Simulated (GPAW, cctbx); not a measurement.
## Bonding in YTl2CuI6 as X-rays see it

Question: by how much does bonding change the X-ray structure factors of YTl2CuI6, how firmly does DFT give the change, and what does a routine refinement make of it?

The start was made by putting kin elements into a known structure type; the compound need not exist, or be stable, in this form. All numbers below are calculated.

### 1. Relax the structure

The density hangs on the geometry, so cell and atoms are relaxed first, with the symmetry held. The cutoff is set higher than for the density because stress converges slowly with plane waves.

Settings: GPAW 26.7.0, PBE, 570 eV, 2×2×2 k-points, Fermi–Dirac width 0.05 eV, BFGS to 0.03 eV/Å.

```text
cell
1.0
     0.000000000    5.950000000    5.950000000
     5.950000000    0.000000000    5.950000000
     5.950000000    5.950000000    0.000000000
Tl I Y Cu
2 6 1 1
Direct
0.250000000 0.250000000 0.250000000
0.750000000 0.750000000 0.750000000
0.755200000 0.755200000 0.244800000
0.755200000 0.244800000 0.755200000
0.244800000 0.755200000 0.244800000
0.244800000 0.755200000 0.755200000
0.244800000 0.244800000 0.755200000
0.755200000 0.244800000 0.244800000
0.500000000 0.500000000 0.500000000
0.000000000 0.000000000 0.000000000
```

```console
$ OMP_NUM_THREADS=1 mpirun -n 4 gpaw python run.py > gpaw.log
```

```text
BFGS:    0      -29.588817        0.155974
BFGS:    1      -29.589849        0.152448
BFGS:    2      -29.609586        0.083706
BFGS:    3      -29.610221        0.071238
BFGS:    4      -29.611735        0.023066
cell  8.3388 8.3388 8.3388  60.00 60.00 60.00
volume 410.013 A^3, largest force 0.023 eV/A, largest stress 0.06 GPa
```

After 4 steps the volume has changed by -2.7 % and the energy by -0.023 eV; the largest stress left is 0.06 GPa. It took 1.8 min on 4 cores of AMD EPYC 7R13 Processor (Zen 3) (shared host), peak memory 1.2 GiB.

Relaxed structure: Fm-3m (no. 225), a = 11.7929 Å, b = 11.7929 Å, c = 11.7929 Å, α = 90.00°, β = 90.00°, γ = 90.00°.

```csv
atom,mult.,x,y,z
Tl1,8,1/4,3/4,3/4
I1,24,0,0,0.7556
Y1,4,1/2,0,0
Cu1,4,0,0,0
```

### 2. The all-electron density

X-rays see the whole electron density, so the PAW density is rebuilt with its core regions. Subtracting spherical free atoms from the same code cancels the cores and leaves the deformation density Δρ, the part due to bonding.

Settings: PBE, 450 eV, 3×3×3 k-points, Fermi–Dirac width 0.05 eV; primitive cell of 10 atoms.

```console
$ OMP_NUM_THREADS=1 mpirun -n 4 gpaw python run.py > gpaw.log
```

```text
|iter:   1|       0s |  -30.722007 | -0.39 |       |
|iter:   2|       1s |  -30.481766 | -2.10 | -1.32 |
|iter:   3|       2s |  -29.738402 | -1.48 | -1.37 |
...
|iter:   8|      10s |  -29.654569c| -5.48 | -3.10 |
|iter:   9|      11s |  -29.654582c| -6.53 | -3.56 |
|iter:  10|      13s |  -29.654583c| -7.54c| -4.27c|
```

```text
grid (84, 84, 84)  electrons 548.000  moved by bonding 1.646 e
deformation density beyond 0.5 A of the nuclei: max 0.072, min -0.053 e/A^3
atom        x       y       z   Voronoi charge  moment
Tl1    0.2500  0.2500  0.2500      0.430       0.00
Tl2    0.7500  0.7500  0.7500      0.430       0.00
I 3    0.7556  0.7556  0.2444     -0.207       0.00
I 4    0.7556  0.2444  0.7556     -0.207       0.00
I 5    0.2444  0.7556  0.2444     -0.207       0.00
I 6    0.2444  0.7556  0.7556     -0.207       0.00
I 7    0.2444  0.2444  0.7556     -0.207       0.00
I 8    0.7556  0.2444  0.2444     -0.207       0.00
Y 9    0.5000  0.5000  0.5000      0.267       0.00
Cu10   0.0000  0.0000  0.0000      0.119       0.00
mean inner potential of superposed free atoms 12.618 V
total magnetic moment 0.000 muB
```

Deformation density in a plane through the shortest contact of the I atom at the origin, in 0.01 e/Å³ (clipped at ±99); x from -1.6 to 4.5 Å, y from 2.4 down to -2.4 Å:

```text
  1   0   0   0   0   0   0   0   1   1   0  -1   0   1   1   0
  1   0   0   0   0   0   0   0   0   0   0   0   0   0   0   0
  0   0   0   1   1   0   0   0   0   1   2   2   2   1   0   0
  0   1   1   1   1   1   0   0   0   0   1   1   1   0   0   0
  0   2   2   0   1   1   0   1   0  -1  -2  -3  -2  -1   0   1
  3   5   1  -2   .   0   0   2   1  -2  -4   .  -4  -2   1   2
  5   6  -1   .   .   .   0   2   1  -3   .   .   .  -3   1   2
  3   5   1  -2   .   0   0   2   1  -2  -4   .  -4  -2   1   2
  0   2   2   0   1   1   0   1   0  -1  -2  -3  -2  -1   0   1
  0   1   1   1   1   1   0   0   0   0   1   1   1   0   0   0
  0   0   0   1   1   0   0   0   0   1   2   2   2   1   0   0
  1   0   0   0   0   0   0   0   0   0   0   0   0   0   0   0
  1   0   0   0   0   0   0   0   1   1   0  -1   0   1   1   0
```

Atoms in or within 0.15 Å of the plane: I (0.0, 0.0), Cu (2.9, 0.0) Å. Dots mark points within about 0.45 Å of a nucleus; large values next to them are atomic features.

I gains most (-0.21 e) and Tl loses most (+0.43 e); I is the most electronegative element, but the order of the others doesn't follow electronegativity. Such charges fall far short of formal ones, since overlapping free atoms already put density on their neighbours. Along the shortest contact from the I atom at the map's origin, I–Cu at 2.88 Å, Δρ is +0.02 e/Å³ at the midpoint and highest, +0.02, 1.36 Å from I (points within 0.5 Å of a nucleus left out): little piles up between the atoms. At the midpoints of other shortest contacts it is +0.05 (I–Y, 3.02 Å) e/Å³. Point values carry grid noise of about 0.01 e/Å³. The run needed 10 iterations, 35 s.

### 3. Structure factors

The Fourier components of Δρ, added to those of the free atoms, give the static X-ray structure factors; the Mott–Bethe relation turns them into the Fourier components V of the potential that fast electrons feel.

```text
static structure factors of the conventional cell: F in electrons, V (Mott-Bethe) in volts
   h  k  l      d  |F| table  |F| free   |F| DFT   change   |V| free  |V| DFT  change %
   1  1  1  6.8086     7.606     7.381     7.157   -0.224     0.320    0.291     -9.1
   0  2  0  5.8964    34.071    34.582    36.554    1.972     1.406    1.215    -13.6
   0  2  2  4.1694   464.871   464.445   462.095   -2.349     1.636    1.750      7.0
   1  3  1  3.5557    43.551    44.020    44.049    0.029     0.384    0.383     -0.3
   2  2  2  3.4043  1450.670  1451.329  1453.202    1.872     6.267    6.207     -1.0
   0  4  0  2.9482  1858.052  1858.097  1858.571    0.474     8.009    7.997     -0.1
   1  3  3  2.7055    89.920    90.458    90.182   -0.276     0.496    0.501      1.1
   0  4  2  2.6370     4.148     3.984     3.338   -0.647     0.794    0.806      1.6
   2  4  2  2.4072   423.442   422.270   422.598    0.328     1.160    1.155     -0.5
   3  3  3  2.2695   132.115   132.744   132.363   -0.382     0.601    0.607      0.9
   1  5  1  2.2695    53.009    52.512    51.706   -0.806     0.171    0.183      6.8
   0  4  4  2.0847  1680.349  1679.974  1679.091   -0.883     6.116    6.127      0.2
   1  5  3  1.9934     5.842     5.255     5.064   -0.191     0.007    0.005        -
   2  4  4  1.9655     9.052     9.308    10.733    1.426     0.539    0.554      2.9
```

The largest X-ray change is -2.35 e on 022, 0.5 % of |F|. For electrons V goes as (Z − F)/g², so a change of F counts against Z − F, which is small at low angle and wherever the atoms' terms cancel: |V| of 020 moves by -13.6 % (1.41 to 1.22 V) against +5.7 % in |F|. The last three rows still change by up to 1.43 e; the table stops while the angles are still low. The tabulated Hartree–Fock atoms differ from the free DFT atoms by up to 1.17 e, so the choice of reference atom matters too.

### 4. Convergence

Cutoff and k-mesh: one is changed at a time, to find what the result needs.

| run | ΔF 022 (e) | ΔF 020 (e) | ΔF 222 (e) | q(I) (e) | moved (e) | time |
| --- | --- | --- | --- | --- | --- | --- |
| 450 eV 3×3×3 | -2.349 | +1.972 | +1.872 | -0.207 | 1.646 | 35 s |
| 250 eV 3×3×3 | -2.402 | +1.989 | +1.830 | -0.207 | 1.653 | 18 s |
| 350 eV 3×3×3 | -2.365 | +1.978 | +1.866 | -0.208 | 1.614 | 22 s |
| 750 eV 3×3×3 | -2.347 | +1.972 | +1.871 | -0.207 | 1.664 | 57 s |
| 450 eV 1×1×1 | -2.648 | +1.583 | +2.481 | -0.216 | 1.950 | 14 s |
| 450 eV 2×2×2 | -2.414 | +2.001 | +1.978 | -0.213 | 1.684 | 20 s |

Within 0.05 e of the base on all three: 350 eV 3×3×3 and 750 eV 3×3×3. The largest error, 0.609 e, comes with 450 eV 1×1×1. The moved charge is off by up to 18 % among these runs. Times are from shared hosts.

### 5. Refining ordinary atoms against data with bonding

Routine crystallography fits spherical atoms. To see the bias, intensities are simulated from tabulated atoms plus the DFT change ΔF, so that bonding alone can misfit (18882 reflections of the full sphere, merged to the counts below, to 0.45 Å, 1 % proportional noise plus counting noise, assumed isotropic U as listed, Δρ smeared by the mean U) and refined with cctbx over different ranges.

| range | data | R1 | GooF | U Tl1 (true 0.0066) | U I1 (true 0.0078) | U Y1 (true 0.0087) | U Cu1 (true 0.0097) | largest shift (Å) | Δρ max, min (e/Å³) |
| --- | --- | --- | --- | --- | --- | --- | --- | --- | --- |
| all data | 535 | 0.0037 | 0.98 | 0.0066 | 0.0078 | 0.0087 | 0.0097 | 0.0000 | 0.22, -0.28 |
| low resolution, d > 0.84 | 103 | 0.0029 | 1.14 | 0.0066 | 0.0078 | 0.0087 | 0.0096 | 0.0000 | 0.13, -0.14 |
| high order, d < 0.75 | 398 | 0.0042 | 0.93 | 0.0066 | 0.0078 | 0.0087 | 0.0097 | 0.0000 | 0.24, -0.27 |
| occupancies free, d > 0.7 | 165 | 0.0029 | 1.08 | 0.0066 | 0.0078 | 0.0088 | 0.0096 | 0.0000 | 0.11, -0.18 |

With all data GooF is 0.98, so at this noise the bonding hardly shows; the top residual peak, near noise level, lies 2.17 Å from I and 2.17 Å from I. No U is off by more than 3 s.u. at low resolution. With Tl1 held at 1 and the scale free, the other occupancies refine to I1 0.999(0.001), Y1 1.001(0.002) and Cu1 0.997(0.003), within three s.u. of full.

### 6. Answer

Bonding moves 1.65 e in the primitive cell of YTl2CuI6 and changes the structure factors of the conventional cell in the table above by at most 2.35 e (022, 0.5 %), and among reflections above 2 % of the strongest by up to 1.5 % (151). The shortest bond, I–Cu, has Δρ = +0.02 e/Å³ at its midpoint. Within 0.05 e of the base on all three: 350 eV 3×3×3 and 750 eV 3×3×3. The largest error, 0.609 e, comes with 450 eV 1×1×1. The moved charge is off by up to 18 % among these runs. With all data GooF is 0.98, so at this noise the bonding hardly shows. Limits: static density, frozen cores, no spin–orbit coupling.

[Outputs are excerpts: Python notices, other lines and further rows are left out; steps that failed or that the build refused (PBEsol, TPSS) are not shown.]

[Logs are printed without paths, hosts, clocks, repeated set-up lines and the standing remarks that a program may print on its own settings, such as how far it seeks lower states.]
